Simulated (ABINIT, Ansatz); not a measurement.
## A GW chain in ABINIT: CdS (Hawleyite)

Wanted: ground state, empty states, screening and self-energy for CdS (Hawleyite).

Main program and level: ABINIT 10.8.3; PBE and many-body steps on it, plane waves.

**What was measured.**

- Gap 2.42 eV: optical gap from inflexion point of photoacoustic spectrum, as-grown film; photoacoustic spectroscopy; film (as-grown chemical bath deposited film, about 0.25 um thick, deposited at 80 C) (“Study of the band--gap shift in CdS films: Influence of thermal annealing in different atmospheres”, 1995, arxiv:cond-mat/9501125).

This is a report of a sequence of runs, with most program output left out.

## 1. Starting point

It takes space group F-43m (No. 216, cubic). Conventional cell: a = 5.916 Å, b = 5.916 Å, c = 5.916 Å, α = 90.00°, β = 90.00°, γ = 90.00°. Nearest to Cd lie 4 S at 2.56 Å. Nearest to S lie 4 Cd at 2.56 Å. Farther neighbours and most contacts between anions are not listed.

 The runs that relaxed it are not among those shown.

## 2. Ground state

This step: ABINIT 10.8.3; DFT, PBE, plane waves, norm-conserving pseudopotentials.

The ground-state density comes first.

Input file run.abi:

```
acell 3*1.0 Angstrom
rprim 
  -0.000000000000 2.958200000000 2.958200000000
  2.958200000000 -0.000000000000 2.958200000000
  2.958200000000 2.958200000000 -0.000000000000
ntypat 2
znucl 48 16
natom 2
typat 1 2
xred 
  0.000000000000 0.000000000000 0.000000000000
  0.250000000000 0.250000000000 0.250000000000
pp_dirpath "pseudos"
pseudos "Cd.upf, S.upf"
ecut 47
ngkpt 6 6 6
nshiftk 1
shiftk 0 0 0
kptopt 1
chksymbreak 0
nband 18
occopt 1
tolvrs 1e-10
nstep 60
prtwf 0
optforces 0
optstress 0
indata_prefix "in"
outdata_prefix "out"
tmpdata_prefix "tmp"
```

The run is started by

```sh
$ OMP_NUM_THREADS=1 mpirun -n 8 abinit run.abi > log
```

The job ended after 11 s (8 MPI ranks of Intel Xeon Platinum 8488C (Sapphire Rapids), shared host; peak memory 0.75 GiB).

Numbers from this step:

```yaml
total_energy: -5072.7014 eV
gap: 1.052 eV
k_of_the_valence_top: 0, 0, 0
k_of_the_conduction_bottom: 0, 0, 0
least_direct_gap: 1.052 eV
```

The gap is direct, at Γ.

## 3. Bands along the symmetry lines

Levels along a band path, at the cheap level, show where the edges lie and whether the meshes to come will hold them.

Input file run.abi:

```
acell 3*1.0 Angstrom
rprim 
  -0.000000000000 2.958200000000 2.958200000000
  2.958200000000 -0.000000000000 2.958200000000
  2.958200000000 2.958200000000 -0.000000000000
ntypat 2
znucl 48 16
natom 2
typat 1 2
xred 
  0.000000000000 0.000000000000 0.000000000000
  0.250000000000 0.250000000000 0.250000000000
pp_dirpath "pseudos"
pseudos "Cd.upf, S.upf"
ecut 47
iscf -2
irdden 1
kptopt 0
nkpt 50
kpt 
  0.00000000 0.00000000 0.00000000
  -0.06250000 -0.06250000 0.00000000
  -0.12500000 -0.12500000 0.00000000
  -0.18750000 -0.18750000 0.00000000
  -0.25000000 -0.25000000 0.00000000
  -0.31250000 -0.31250000 0.00000000
  -0.37500000 -0.37500000 0.00000000
  -0.43750000 -0.43750000 0.00000000
  -0.50000000 -0.50000000 0.00000000
  -0.48437500 -0.48437500 0.03125000
  -0.46875000 -0.46875000 0.06250000
  -0.45312500 -0.45312500 0.09375000
  -0.43750000 -0.43750000 0.12500000
  -0.42187500 -0.42187500 0.15625000
  -0.40625000 -0.40625000 0.18750000
  -0.39062500 -0.39062500 0.21875000
  -0.37500000 -0.37500000 0.25000000
  -0.37500000 0.00000000 0.37500000
  -0.32812500 0.00000000 0.32812500
  -0.28125000 0.00000000 0.28125000
  -0.23437500 0.00000000 0.23437500
  -0.18750000 0.00000000 0.18750000
  -0.14062500 0.00000000 0.14062500
  -0.09375000 0.00000000 0.09375000
  -0.04687500 0.00000000 0.04687500
  0.00000000 0.00000000 0.00000000
  0.00000000 0.00000000 0.06250000
  0.00000000 0.00000000 0.12500000
  0.00000000 0.00000000 0.18750000
  0.00000000 0.00000000 0.25000000
  0.00000000 0.00000000 0.31250000
  0.00000000 0.00000000 0.37500000
  0.00000000 0.00000000 0.43750000
  -0.00000000 -0.00000000 0.50000000
  -0.06250000 -0.03125000 0.46875000
  -0.12500000 -0.06250000 0.43750000
  -0.18750000 -0.09375000 0.40625000
  -0.25000000 -0.12500000 0.37500000
  -0.31250000 -0.15625000 0.34375000
  -0.37500000 -0.18750000 0.31250000
  -0.43750000 -0.21875000 0.28125000
  -0.50000000 -0.25000000 0.25000000
  -0.50000000 -0.28125000 0.21875000
  -0.50000000 -0.31250000 0.18750000
  -0.50000000 -0.34375000 0.15625000
  -0.50000000 -0.37500000 0.12500000
  -0.50000000 -0.40625000 0.09375000
  -0.50000000 -0.43750000 0.06250000
  -0.50000000 -0.46875000 0.03125000
  -0.50000000 -0.50000000 0.00000000
istwfk *1
nband 20
nbdbuf 2
tolwfr 1e-08
nstep 40
prtwf 0
prtvol 0
indata_prefix "in"
outdata_prefix "out"
tmpdata_prefix "tmp"
```

Run time: 16 s. Hardware: 8 MPI ranks; peak memory 0.68 GiB; 2.1 min of CPU time.

Numbers from this step:

```yaml
gap: 1.051 eV
k_of_the_valence_top: 0, 0, 0
k_of_the_conduction_bottom: 0, 0, 0
least_direct_gap: 1.051 eV
```

The gap is 1.051 eV, as in the run before at this level.

Electronic bands along the path, in eV, zero at the top of the highest filled band:

```
    point  band 10  band 11  band 12  band 13  band 14  band 15  band 16  band 17
        Γ    -7.16     0.00     0.00     0.00     1.05     6.54     6.54     6.54
  halfway    -7.12    -2.25    -0.94    -0.94     3.49     4.84     8.04     8.04
        X    -6.75    -3.76    -1.73    -1.73     3.63     4.29     9.03    10.52
  halfway    -6.71    -3.75    -1.98    -1.65     3.90     4.58     8.80     9.86
        U    -6.64    -3.73    -2.34    -1.41     4.23     5.35     8.38     8.92
jump to K    -6.64    -3.73    -2.34    -1.41     4.23     5.35     8.38     8.92
  halfway    -7.10    -2.65    -1.26    -0.39     3.47     6.06     6.76     7.24
        Γ    -7.16     0.00     0.00     0.00     1.05     6.54     6.54     6.54
  halfway    -7.15    -2.39    -0.36    -0.36     2.69     6.23     7.02     7.02
        L    -6.81    -4.14    -0.69    -0.69     2.95     6.99     6.99     7.33
  halfway    -6.71    -3.88    -1.80    -1.12     4.25     5.83     7.13     8.26
        W    -6.59    -3.70    -2.08    -2.04     5.24     5.44     7.14     8.04
  halfway    -6.67    -3.73    -1.91    -1.89     4.30     4.72     8.57     8.81
        X    -6.75    -3.76    -1.73    -1.73     3.63     4.29     9.03    10.52
```

## 4. Empty states on the mesh, 4×4×4 mesh, 379 bands

The sums over transitions need many empty states on a uniform mesh; this step solves for them.

Input file run.abi:

```
acell 3*1.0 Angstrom
rprim 
  -0.000000000000 2.958200000000 2.958200000000
  2.958200000000 -0.000000000000 2.958200000000
  2.958200000000 2.958200000000 -0.000000000000
ntypat 2
znucl 48 16
natom 2
typat 1 2
xred 
  0.000000000000 0.000000000000 0.000000000000
  0.250000000000 0.250000000000 0.250000000000
pp_dirpath "pseudos"
pseudos "Cd.upf, S.upf"
ecut 47
ngkpt 4 4 4
nshiftk 1
shiftk 0 0 0
kptopt 1
chksymbreak 0
iscf -2
irdden 1
istwfk *1
nband 379
nbdbuf 34
tolwfr 1e-09
nstep 60
prtvol 0
indata_prefix "in"
outdata_prefix "out"
tmpdata_prefix "tmp"
```

Wall time 3.3 min (8 MPI ranks); peak memory 1.1 GiB.

Numbers from this step:

```
gap                                                           : 1.051 eV
k of the valence top                                          : 0, 0, 0
k of the conduction bottom                                    : 0, 0, 0
least direct gap                                              : 1.051 eV
k points computed                                             : 8
lowest point of the top converged band, above the valence top : 190.5673 eV
```

On this mesh the gap is 1.051 eV.

## 5. Screening, 4×4×4 mesh, 345 bands, screening to 272.1 eV

The RPA dielectric matrix is built and inverted for each q.

This step: RPA screening on PBE, plane waves, norm-conserving pseudopotentials.

Changes to run.abi since step 4:

```diff
@@ -20,10 +20,11 @@
 chksymbreak 0
-iscf -2
-irdden 1
 istwfk *1
-nband 379
-nbdbuf 34
-tolwfr 1e-09
-nstep 60
-prtvol 0
+occopt 1
+irdwfk 1
+optdriver 3
+nband 345
+ecuteps 10
+inclvkb 2
+awtr 1
+symchi 1
 indata_prefix "in"
```

The job ended after 2.3 min (8 MPI ranks; peak memory 3.8 GiB; 18 min of CPU time).

Numbers from this step:

```
ε∞ with local fields, on this mesh, along the program's q direction : 12.12
the same without local fields                                       : 12.86
plasma frequency                                                    : 26.31 eV
plane waves in the screening matrix                                 : 531
```

Local fields lower ε∞ by 6 %. On a Γ-centred mesh this coarse the value itself is usually too large, while a short band sum pulls it down.

## 6. Self-energy, 4×4×4 mesh, 345 bands, screening to 272.1 eV

The self-energy is evaluated for the states that the input lists, and the levels follow from it, in one-shot runs by the linearised quasiparticle equation.

This step: G0W0 on PBE, plane waves, norm-conserving pseudopotentials.

Changes to run.abi since step 5:

```diff
@@ -23,8 +23,15 @@
 irdwfk 1
-optdriver 3
+optdriver 4
 nband 345
+gwcalctyp 0
+ecutsigx 47
+symsigma 1
+nkptgw 1
+kptgw 
+  0.0000000000 0.0000000000 0.0000000000
+bdgw 
+  11 17
 ecuteps 10
-inclvkb 2
-awtr 1
-symchi 1
+irdscr 1
+ppmodel 1
 indata_prefix "in"
```

The job ended after 31 s (8 MPI ranks; peak memory 4.2 GiB; 4.1 min of CPU time).

Numbers from this step:

| Property | Result |
| --- | --- |
| G0W0 gap on the points computed | 2.047 eV |
| starting gap on the mesh | 1.051 eV |
| k of the valence top | 0, 0, 0 |
| k of the conduction bottom | 0, 0, 0 |
| Z at the valence top | 0.776 |
| Z at the conduction bottom | 0.809 |
| least direct G0W0 gap on the computed points | 2.047 eV |

The gap on the mesh goes from 1.05 eV to 2.05 eV, a correction of +1.00 eV.

Limits: finite bands, cutoff and mesh; no spin-orbit coupling; coarse k mesh. v1 is the top filled band, c1 the lowest empty one. The levels before and after the correction (eV, zero at the valence-band top of each column):

```
           conduction bottom  valence top
Kohn-Sham               1.05         0.00
     G0W0               2.05         0.00
```

```
             level  energy (eV)
Kohn-Sham  Γ v3-v1        0.000
Kohn-Sham     Γ c1        1.051
Kohn-Sham  Γ c2-c4        6.536
     G0W0  Γ v3-v1        0.000
     G0W0     Γ c1        2.047
     G0W0  Γ c2-c4        7.774
```

## 7. Where the time went

Times are wall times on 8 MPI ranks of Intel Xeon Platinum 8488C (Sapphire Rapids), shared host, good to a factor of about two.

```
                          step     time  share  memory (GiB)
                  ground state     11 s    3 %          0.75
bands along the symmetry lines     16 s    4 %          0.68
      empty states on the mesh  3.3 min   50 %           1.1
                     screening  2.3 min   35 %           3.8
                   self-energy     31 s    8 %           4.2
```

## 8. Outcome

```json
{
  "PBE gap": "1.05 eV, direct",
  "G0W0 gap on the mesh": "2.05 eV",
  "GW settings": "4×4×4 mesh, 345 bands, screening to 272.1 eV, Godby-Needs plasmon pole",
  "known limits": "not at the basis limit; no spin-orbit coupling; coarse k mesh"
}
```

G0W0 moves the gap on the mesh from 1.05 eV to 2.05 eV (+1.00 eV), with Z of 0.78 and 0.81 at the edges. Local fields lower the RPA ε∞ on this mesh from 12.86 to 12.12; a Γ-centred mesh this coarse tends to raise both, most where the direct gap is narrow, while a short band sum lowers them. Only 1 of the mesh's irreducible points was corrected, so a valley elsewhere could overtake. Against experiment, by G0W0@PBE: the gap of 2.05 eV lies −0.37 eV from the measured 2.42 eV (optical, 1995). An exciton line or allowed optical edge lies below the quasiparticle gap by the binding energy; a forbidden edge can push the onset above it. The calculation has static nuclei and no excitons; a measured gap holds zero-point and thermal motion, which mostly lowers it. Against the values above the computed gap that would widen the miss. A likelier cause is too strong a screening: the start's gap is only 1.05 eV, the mesh is coarse, and one shot does not repair that. Bands and cutoff are finite, so the gap is not at the basis limit. The miss can reach some tenths of an eV and take either sign; the mesh is an error of its own. In the G0W0 run levels were corrected at 1 k point alone, so a gap called «on the mesh» is the least over those, and an edge elsewhere would be missed. The 4×4×4 mesh is coarse for this cell, which bears on the long-range parts of exchange and screening. The many-body steps are scalar-relativistic: spin-orbit coupling is not in them.

[Paths, hosts, dates, memory and timing lines, banners, echoed tables and standing remarks are left out of the program output.]

[Logs are printed without paths, hosts, clocks, repeated set-up lines and the standing remarks that a program may print on its own settings, such as how far it seeks lower states.]

[Runs of the session that timed out or met a known fault of the program may be left out.]

[No measured gap is set beside runs whose start may be inverted or whose files or cutoffs have a known fault.]

[Hosts, paths, dates, database ids (printed as entryN), source tags and the programs' standing remarks are cut or masked in the printed files.]

[G0W0 gaps are taken among the corrected bands and points alone; a level outside them can change the order at an edge.]

[Where Ansatz stands beside ABINIT at settings called matched, ABINIT's density can come from a denser mesh and the files from another edition; pairs whose starting gaps differed by over 0.03 eV were left out, so agreement reads better than it is.]
